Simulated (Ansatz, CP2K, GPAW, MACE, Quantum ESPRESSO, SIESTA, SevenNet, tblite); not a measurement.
# GPAW runs on H-capped AlP nanocrystal (rod) (34 atoms)

Wanted: GPAW inputs and outputs for H-capped AlP nanocrystal (rod) (34 atoms), checked against a plane-wave reference.

Program: GPAW 26.7.0. Level of theory: the method is named at each step. Results are calculated unless marked as measured.

### 1. Starting point

The cell holds 34 atoms: 6 P, 6 Al and 22 H. Cell: a = 15.829 Å, b = 15.829 Å, c = 21.292 Å, α = 90.0°, β = 90.0°, γ = 90.0°. It derives from AlP (zinc-blende). Rod of size parameter 3.1 Å cut from zinc-blende AlP (a = 5.463 Å), atoms with fewer than two neighbours dropped, broken bonds capped with H, 10 Å of vacuum. Then every atom was moved at random, 0.03 Å r.m.s. a Cartesian component (hydrogen 0.6 of that). Regions: crystal, 12 atoms (6 P and 6 Al); hydrogen, 22 atoms (22 H). Vacuum lies along a, b and c.

The yardstick, on the same geometry:

```
method                                           : Kohn-Sham DFT, PBE, PAW, plane waves (Ansatz 0.2.0); cutoff 420 eV, Γ point, fermi-dirac smearing of 0.05 eV; PAW set soft_2
r.m.s. force component                           : 0.849 eV/Å
longest force                                    : 3.836 eV/Å
gap (highest filled to lowest empty level) : 3.074 eV
SCF cycles                                       : 8
time                                             : 6.5 s on 8 threads of Arm Neoverse V2, shared host
CPU time                                         : 43 s
```

### 2. PBE, LCAO dzp, h 0.2 Å

Method: Kohn-Sham DFT, PBE, PAW, atomic orbitals (dzp).

run.py

```python
import numpy as np
from ase.io import read
from gpaw import GPAW, FermiDirac

atoms = read("structure.xyz")
atoms.calc = GPAW(
    mode="lcao",
    basis="dzp",
    h=0.2,
    xc="PBE",
    kpts={"size": (1, 1, 1), "gamma": True},
    occupations=FermiDirac(0.05),
    maxiter=200,
    symmetry={"point_group": False},
    txt="gpaw.txt",
)
energy = atoms.get_potential_energy(force_consistent=True)
forces = atoms.get_forces()
print(f"energy {energy:.6f} eV")
print("forces (eV/A)")
for i, (a, f) in enumerate(zip(atoms, forces)):
    print(f"{i:4d} {a.symbol:2s} {f[0]:10.5f} {f[1]:10.5f} {f[2]:10.5f}")
print(f"Fermi level {atoms.calc.get_fermi_level():.4f} eV")
for k in range(len(atoms.calc.get_ibz_k_points())):
    for s in range(atoms.calc.get_number_of_spins()):
        e = atoms.calc.get_eigenvalues(kpt=k, spin=s)
        n = np.searchsorted(e, atoms.calc.get_fermi_level())
        print(f"k {k} spin {s} levels about the Fermi level:", np.round(e[max(n - 6, 0):n], 4).tolist(), "|", np.round(e[n:n + 6], 4).tolist())
```

structure.xyz

```xyz
34
Lattice="15.82930 0.00000 0.00000 0.00000 15.82930 0.00000 0.00000 0.00000 21.29230" Properties=species:S:1:pos:R:3 pbc="T T T"
P 5.82297 8.55574 8.60550
P 5.83721 8.54909 14.06655
P 8.51015 5.83705 8.65426
P 8.50524 5.83658 13.98798
P 8.49099 8.53231 5.78938
Al 7.17051 9.89300 7.26557
Al 9.93922 7.16656 7.24109
Al 7.19315 7.22703 9.95436
P 8.54576 8.53168 11.26895
Al 7.20835 9.86672 12.57097
Al 9.93890 7.21784 12.68063
Al 7.22497 7.14424 15.40349
H 4.96660 9.36446 9.39842
H 5.02232 7.71409 7.76019
H 4.94666 7.75018 13.19952
H 5.06886 9.32726 14.81965
H 7.75952 5.01377 7.75615
H 9.34103 4.95790 9.35605
H 9.40672 5.00649 14.84669
H 7.71346 4.99035 13.18419
H 7.73309 7.77852 5.04223
H 9.35654 9.36636 4.99517
H 8.11679 10.84766 8.09831
H 6.23579 10.82708 6.30359
H 10.82487 8.11473 8.13430
H 10.78482 6.27774 6.32701
H 6.24260 6.27695 10.87632
H 9.32124 9.39295 10.45324
H 8.11236 10.85510 13.56618
H 6.29800 10.85653 11.73121
H 10.88613 6.27078 11.74909
H 10.81743 8.05854 13.59045
H 6.30354 6.29056 16.28073
H 8.11426 8.09210 16.26157
```

On the command line:

```
> OMP_NUM_THREADS=1 python run.py > output.txt
```

The program printed:

```text
energy -124.334381 eV
forces (eV/A)
   0 P     0.23541   -0.49303   -0.41109
   1 P     1.76740   -2.17349   -2.71236
   2 P     0.00131    0.59414   -1.34748
   3 P     1.11479   -0.05956    0.33493
   4 P     2.19172    1.62974    3.25077
   5 Al   -0.19707    1.84298   -1.28425
   6 Al    0.26327    0.37956   -0.17143
   7 Al   -0.95582   -0.81297    1.26525
   8 P     0.22550   -0.53367    0.03120
   9 Al   -0.17975    2.02994    1.14962
  10 Al    0.85525   -0.93454   -1.10515
  11 Al   -0.53303    0.35335    0.82903
  12 H    -0.30358   -0.01176    0.05295
  13 H    -0.29070    0.18461    0.23308
  14 H     0.15515    0.53661    0.73504
  15 H    -1.77449    1.51475    1.41817
  16 H    -0.01104   -0.26893    0.17150
  17 H     0.27347   -0.52179    0.41519
  18 H    -0.85736    0.35335   -0.81303
  19 H    -0.08184   -0.62112   -0.08633
  20 H    -1.82413   -1.83249   -2.49780
  21 H    -0.36674   -0.25772   -0.16176
  22 H     0.33971   -0.21244    0.39022
  23 H    -0.06003   -0.33020    0.10136
  24 H    -0.09902    0.38758    0.34237
  25 H     0.39512   -0.79977   -0.66344
  26 H     0.11043    0.16825    0.02447
  27 H     0.24337    0.22905   -0.16411
  28 H    -0.14308   -0.62439   -0.22841
  29 H    -0.42887   -0.09291   -0.46146
  30 H    -0.32043   -0.06578   -0.07425
  31 H     0.39403    0.78795    0.89497
  32 H    -0.70828   -0.77395    0.46156
  33 H     0.56451    0.45852    0.07561
Fermi level -4.2080 eV
k 0 spin 0 levels about the Fermi level: [-6.2941, -6.145, -5.8788, -5.7413, -5.5989, -5.4161] | [-2.1114, -1.4105, -1.2171, -1.0751, -0.7655, -0.6431]
```

gpaw.txt:

```text
Input parameters:
  mode=LCAO(),
  basis={'default': 'dzp'},
  h=0.2,
  kpts=MonkhorstPack(size=(1, 1, 1), gamma=True),
  maxiter=200,
  occupations=Occupations(name='fermi-dirac', width=0.05, fixmagmom=False),
  symmetry=Symmetry(point_group=False),
  xc=XC(name='PBE')
Unit cell  # Å
| periodic |         x |         y |         z |   lengths |    angles |
|----------|-----------|-----------|-----------|-----------|-----------|
|      yes | 15.829300 |  0.000000 |  0.000000 | 15.829300 | 90.000000 |
|      yes |  0.000000 | 15.829300 |  0.000000 | 15.829300 | 90.000000 |
|      yes |  0.000000 |  0.000000 | 21.292300 | 21.292300 | 90.000000 |
Number of symmetries: 1
Symmetry operations  # r_c * U_cc + t_c -> r_c
|   | kind |            matrix            |
|---|------|------------------------------|
| 0 |  E   |  1, 0, 0,  0, 1, 0,  0, 0, 1 |
BZ-sampling:
  Number of BZ points: 1
  Number of IBZ points: 1
  Monkhorst-Pack size: [1, 1, 1]
  Monkhorst-Pack shift: [0, 0, 0]
[... lines left out ...]
      Number of RI-basis functions 0
Reference energy: -95712.805111  # eV
eigensolver:
density mixing:
  MSR1-Mixer
occupation numbers:
  Fermi-Dirac:
    width: 0.0500  # eV
FastPoissonSolver using
    Stencil: 6*3+1=19 point O(h^6) finite-difference Laplacian
xc functional:
  name: PBE with 2 nearest neighbor stencil
interpolation: tri-quintic # 5. degree polynomial
Initialization done in: 9.542 s
convergence criteria:
- Maximum [total energy] change in last 3 cyles: 0.0005 eV / valence electron
- Maximum integral of absolute [dens]ity change: 0.0001 electrons / valence electron
- Maximum integral of absolute [eigenst]ate change: 4e-08 eV^2 / valence electron
maximum number of iterations: 200
SCF iterations
|iter     |      energy | eigst |  dens |
|---------|-------------|-------|-------|
|iter:   1| -131.078246 |      c|       |
|iter:   2| -130.062756 |      c| -0.63 |
|iter:   3| -124.399099 |      c| -0.66 |
|iter:   4| -124.335897 |      c| -1.32 |
|iter:   5| -124.335240 |      c| -1.84 |
|iter:   6| -124.334383c|      c| -2.36 |
|iter:   7| -124.334384c|      c| -2.88 |
|iter:   8| -124.334381c|      c| -3.54 |
|iter:   9| -124.334381c|      c| -4.23c|
Converged in 9 steps
SCF loop duration: 20.792 s (2.310 s/step)
Energy contributions relative to reference atoms: (reference = -95712.805111)
Energy contributions:
  Kinetic:         157.546839
  Coulomb:        -158.514936
  Zero:             -0.339529
  External:          0.000000
  Xc:             -123.026755
  Entropy:          -0.000000
  Spinorbit:         0.000000
  ----------------------------
  Free energy:    -124.334381
  Extrapolated:   -124.334381
dipole moment: (-0.997500, -1.221151, -1.336623)  # |e|*Ang
Fermi level: -4.208
Eigenvalues  # (at kpt = [0.000, 0.000, 0.000])
| band index |      eig [eV] | occ [0-2] |
|------------|---------------|-----------|
|          0 |       -16.942 |     2.000 |
|        ... |               |           |
|         27 |        -6.577 |     2.000 |
|         28 |        -6.319 |     2.000 |
[...]
|         42 |        -0.248 |     0.000 |
|        ... |               |           |
|         45 |         0.045 |     0.000 |
Gap: 3.305 eV
Transition (v -> c):
  (s=0, k=0, n=34, [0.00, 0.00, 0.00]) -> (s=0, k=0, n=35, [0.00, 0.00, 0.00])
No difference between direct/indirect transitions
Force computation time: 1.903  # s
timing:  # [seconds]
  Total:  32.257  # ━━━━━━━━━━━━━━━━━━━━━━━━━━━━━━━━━━━━━━━━━━━━━━━━━━━━━━━━━
  Init:    9.541  # ━━━━━━━━━━━━━━━━━
  SCF:    20.792  # ━━━━━━━━━━━━━━━━━━━━━━━━━━━━━━━━━━━━╸
  Forces:  1.903  # ━━━╸
```

The job ended after 33 s (1 thread of Arm Neoverse V2, shared host; peak memory 1.8 GiB).

Banners, paths, timers and routine set-up lines are dropped from the logs unmarked, and long logs keep their key lines alone; longer cuts are marked.

Numbers from this run, and their distance from the reference:

```
r.m.s. force component                           : 0.9196 eV/Å
r.m.s. difference of force components            : 145 meV/Å
longest difference of force vectors              : 511.6 meV/Å
force difference over r.m.s. force               : 17.08 %
slope of forces against the reference's          : 1.072
correlation of force components                  : 0.9897
gap (highest filled to lowest empty level) : 3.305 eV
gap difference                                   : 0.2306 eV
```

Length of the force difference by element (eV/Å):

| element | atoms | mean | most |
| --- | --- | --- | --- |
| Al | 6 | 0.048 | 0.065 |
| H | 22 | 0.20 | 0.51 |
| P | 6 | 0.34 | 0.44 |

Levels nearest the highest filled one (eV from it): -0.88, -0.73, -0.46, -0.33, -0.18, 0.00, 3.30, 4.01, 4.20, 4.34, 4.65, 4.77.

A closer look about P5, which bears the longest force: 9 atoms, nearest first, numbered in the order of the input, with positions taken from that point.

| atom | x | y | z | distance (Å) | bonds | Fx | Fy | Fz (eV/Å) |
| --- | --- | --- | --- | --- | --- | --- | --- | --- |
| P5 | 0.00 | 0.00 | 0.00 | 0.00 | 4 | 2.19 | 1.63 | 3.25 |
| H21 | -0.76 | -0.75 | -0.75 | 1.30 | 1 | -1.82 | -1.83 | -2.50 |
| H22 | 0.87 | 0.83 | -0.79 | 1.44 | 1 | -0.37 | -0.26 | -0.16 |
| Al6 | -1.32 | 1.36 | 1.48 | 2.40 | 4 | -0.20 | 1.84 | -1.28 |
| Al7 | 1.45 | -1.37 | 1.45 | 2.46 | 4 | 0.26 | 0.38 | -0.17 |
| H24 | -2.26 | 2.29 | 0.51 | 3.26 | 1 | -0.06 | -0.33 | 0.10 |
| H26 | 2.29 | -2.25 | 0.54 | 3.26 | 1 | 0.40 | -0.80 | -0.66 |
| H23 | -0.37 | 2.32 | 2.31 | 3.29 | 1 | 0.34 | -0.21 | 0.39 |
| H25 | 2.33 | -0.42 | 2.34 | 3.33 | 1 | -0.10 | 0.39 | 0.34 |

Atoms are counted from 1 here, from 0 in the log.

Forces lie 17 % from the reference's, at 0.77 times its CPU time (on 1 against 8 cores).

### 3. PBE, LCAO sz(dzp), h 0.2 Å

Method: Kohn-Sham DFT, PBE, PAW, atomic orbitals (sz(dzp)).

run.py, as its differences from that of step 2:

```diff
@@ -7,3 +7,3 @@
     mode="lcao",
-    basis="dzp",
+    basis="sz(dzp)",
     h=0.2,
```

structure.xyz is that of step 2.

The program printed:

```text
energy -103.076797 eV
forces (eV/A)
   0 P     2.60460   -0.65645   -0.46281
   1 P     4.49435   -2.96493   -3.39573
   2 P    -0.36915    3.26935   -1.28760
   3 P     1.34244    2.07385    0.49117
   4 P     2.74779    2.12933    6.13119
   5 Al   -0.30797    1.49923   -1.41344
   6 Al   -0.26513    0.37233   -0.19411
   7 Al   -0.81188   -0.67915    1.22251
   8 P    -0.78838   -1.85661    1.17488
   9 Al   -0.12711    1.70521    1.18638
  10 Al    0.37480   -1.02413   -1.47643
  11 Al   -0.59564    0.33362    0.40752
[...]
29 H    -0.99993    0.41985   -0.99302
  30 H     0.12191   -0.57925   -0.58464
  31 H     1.04019    1.45075    1.62718
  32 H    -1.38255   -1.38147    1.05194
  33 H     1.18823    1.13143    0.64074
Fermi level -4.0630 eV
k 0 spin 0 levels about the Fermi level: [-7.898, -7.6863, -7.4467, -7.2643, -7.0811, -6.8222] | [-2.8629, -2.0779, -1.9675, -1.7686, -1.4414, -1.3801]
```

gpaw.txt:

```text
Input parameters:
  mode=LCAO(),
  basis={'default': 'sz(dzp)'},
  h=0.2,
  kpts=MonkhorstPack(size=(1, 1, 1), gamma=True),
  maxiter=200,
  occupations=Occupations(name='fermi-dirac', width=0.05, fixmagmom=False),
  symmetry=Symmetry(point_group=False),
  xc=XC(name='PBE')
[... lines left out ...]
  Fermi-Dirac:
[... lines left out ...]
convergence criteria:
- Maximum [total energy] change in last 3 cyles: 0.0005 eV / valence electron
[... lines left out ...]
Converged in 8 steps
[... lines left out ...]
  Free energy:    -103.076797
[... lines left out ...]
Fermi level: -4.063
[... lines left out ...]
|          0 |       -19.228 |     2.000 |
|        ... |               |           |
|         27 |        -8.301 |     2.000 |
|         28 |        -7.913 |     2.000 |
[...]
|         42 |        -1.062 |     0.000 |
|        ... |               |           |
|         45 |        -0.402 |     0.000 |
Gap: 3.959 eV
Transition (v -> c):
  (s=0, k=0, n=34, [0.00, 0.00, 0.00]) -> (s=0, k=0, n=35, [0.00, 0.00, 0.00])
No difference between direct/indirect transitions
Force computation time: 0.543  # s
timing:  # [seconds]
  Total:  23.434  # ━━━━━━━━━━━━━━━━━━━━━━━━━━━━━━━━━━━━━━━━━━━━━━━━━━━━━━━━━
  Init:    9.630  # ━━━━━━━━━━━━━━━━━━━━━━━╸
  SCF:    13.199  # ━━━━━━━━━━━━━━━━━━━━━━━━━━━━━━━━
  Forces:  0.543  # ━╸
```

The job ended after 25 s (1 thread; peak memory 1.7 GiB).

Against the reference:

```yaml
r_m_s_force_component: 1.745 eV/Å
r_m_s_difference_of_force_components: 1273 meV/Å
longest_difference_of_force_vectors: 4043 meV/Å
force_difference_over_r_m_s_force: 149.9 %
slope_of_forces_against_the_reference_s: 1.488
correlation_of_force_components: 0.724
spacing_of_highest_filled_and_lowest_empty_level: 3.959 eV
gap_difference: 0.8852 eV
```

This is a coarse setting, run to see what it loses.

Against the first run (17 %), the force difference from the reference is 150 %, at 0.73 times the CPU time, with 70 basis functions against 266: the smaller basis costs accuracy.

[end of part 1 of 2]

[Also dropped from logs without a mark: logging warnings of Python, and SIESTA's first energy breakdown and zero terms.]

[Logs are printed without paths, hosts, clocks, repeated set-up lines and the standing remarks that a program may print on its own settings, such as how far it seeks lower states.]

[Hosts, paths, dates, database ids (printed as entryN), source tags and the programs' standing remarks are cut or masked in the printed files.]
